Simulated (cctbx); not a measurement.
# Accept or mend?

Cell a = 4.1630 Å, b = 18.8040 Å, c = 12.9490 Å, α = 90.00°, β = 90.00°, γ = 90.00°; space group Cmc2_1 (no. 36).

Simulated single-crystal data (cctbx): Mo Kα, λ = 0.71073 Å, to d = 0.65 Å, 95 % of the full sphere, strongest reflection 40000 counts, noise from counting, a 4 % proportional error and a noise floor of 15 counts (s.d.); no absorption.

An anisotropic refinement with weights 1/σ² prints:

```text
Rint 0.039, 2162 unique reflections to 0.65 A
cycle     R1     wR2    GooF  max shift (A)
   1  0.2197  0.4826  11.864   0.02464
   2  0.2088  0.4451  10.944   0.00026
final R1 0.2087 wR2 0.4451 GooF 10.943  parameters 48  data/parameter 45.0
atom        x        y        z      Ueq    occ   su(xyz)  su(Uiso or U11)
Sm1    0.00000  0.21242  0.51600   0.0071  1.000  0.00036  0.0020
Ba1    0.00000  0.11404  0.17920   0.0043  1.000  0.00036  0.0019  NPD
Ba2    0.00000  0.13631  0.80949   0.0019  1.000  0.00036  0.0019  NPD
Te1    0.00000  0.05151  0.55024   0.0010  1.000  0.00037  0.0021  NPD
Te2    0.50000  0.00478  0.76236   0.0010  1.000  0.00042  0.0018  NPD
Te3    0.00000  0.31359  0.86955   0.0074  1.000  0.00045  0.0025
Te4    0.00000  0.29138  0.15402   0.0035  1.000  0.00043  0.0019
Rh1    0.00000  0.44861  0.93170   0.0007  1.000  0.00046  0.0024  NPD
difference map: max 153.94 min -20.53 rms 4.95
Q1    0.0000  0.3554  0.4989    4  156.95  2.70 A from Sm1
Q2    0.0000  0.1209  0.1799    4   48.91  0.13 A from Ba1
Q3    0.0000  0.1338  0.8124    4   48.54  0.06 A from Ba2
Q4    0.0000  0.2127  0.5124    4   43.78  0.05 A from Sm1
Q5    0.0000  0.4963  0.2590    4   39.47  0.05 A from Te2
Q6    0.0000  0.0546  0.5496    4   37.39  0.06 A from Te1
```

**Question.** Can this result stand? If not, what is the likely fault?

Mend it. The fault: an atom left out, Te at (0, 0.3554, 0.4984). Against the right model at the same level, R1 goes from 0.0169 to 0.2087 and GooF from 0.93 to 10.94, U of Rh1 shrinks from 0.0087 to 0.0007 Å², U of Te2 shrinks from 0.0074 to 0.0010 Å², U of Te1 shrinks from 0.0074 to 0.0010 Å², U of Ba2 shrinks from 0.0080 to 0.0019 Å², the top difference peak, 156.9 e/Å³, lies 2.70 Å from Sm1 and Ba1, Ba2, Te1, Te2 and Rh1 go non-positive-definite. Q1 is the missing atom. With scattering power missing, scale and phases suffer, so peaks may also grow on the heavy atoms.

The compound is Ba2SmTe5Rh. The right model at the same level gives:

```text
Rint 0.039, 2162 unique reflections to 0.65 A
cycle     R1     wR2    GooF  max shift (A)
   1  0.0251  0.0582   1.433   0.00195
   2  0.0169  0.0376   0.925   0.00000
final R1 0.0169 wR2 0.0376 GooF 0.925  parameters 54  data/parameter 40.0
atom        x        y        z      Ueq    occ   su(xyz)  su(Uiso or U11)
Sm1    0.00000  0.21241  0.51516   0.0108  1.000  0.00003  0.0001
Ba1    0.00000  0.11534  0.17889   0.0083  1.000  0.00003  0.0002
Ba2    0.00000  0.13539  0.81028   0.0080  1.000  0.00003  0.0002
Te1    0.00000  0.05173  0.55106   0.0074  1.000  0.00003  0.0002
Te2    0.50000  0.00432  0.76208   0.0074  1.000  0.00003  0.0001
Te3    0.00000  0.31312  0.86891   0.0141  1.000  0.00004  0.0002
Te4    0.00000  0.29246  0.15370   0.0084  1.000  0.00003  0.0002
Te5    0.00000  0.35542  0.49745   0.0134  1.000  0.00004  0.0002
Rh1    0.00000  0.44901  0.93305   0.0087  1.000  0.00004  0.0002
Flack x: -0.000(19)
Hooft y: 0.020(19)  Bijvoet pairs: 1039
difference map: max 1.05 min -1.41 rms 0.24
Q1    0.0000  0.2353  0.3281    4    1.07  2.33 A from Te3
Q2    0.2470  0.3013  0.9948    8    1.03  1.12 A from Sm1
Q3    0.1906  0.1501  0.0029    8    0.96  1.29 A from Te5
Q4    0.2143  0.0999  0.3243    8    0.94  2.06 A from Rh1
Q5    0.1026  0.0759  0.6137    8    0.92  1.02 A from Te1
Q6    0.2440  0.2063  0.0801    8    0.89  1.90 A from Te5
```

This is a model crystal, built by substitution and not relaxed, with assumed displacement parameters.

[Middle refinement cycles are left out of these outputs.]

[Logs are printed without paths, hosts, clocks, repeated set-up lines and the standing remarks that a program may print on its own settings, such as how far it seeks lower states.]
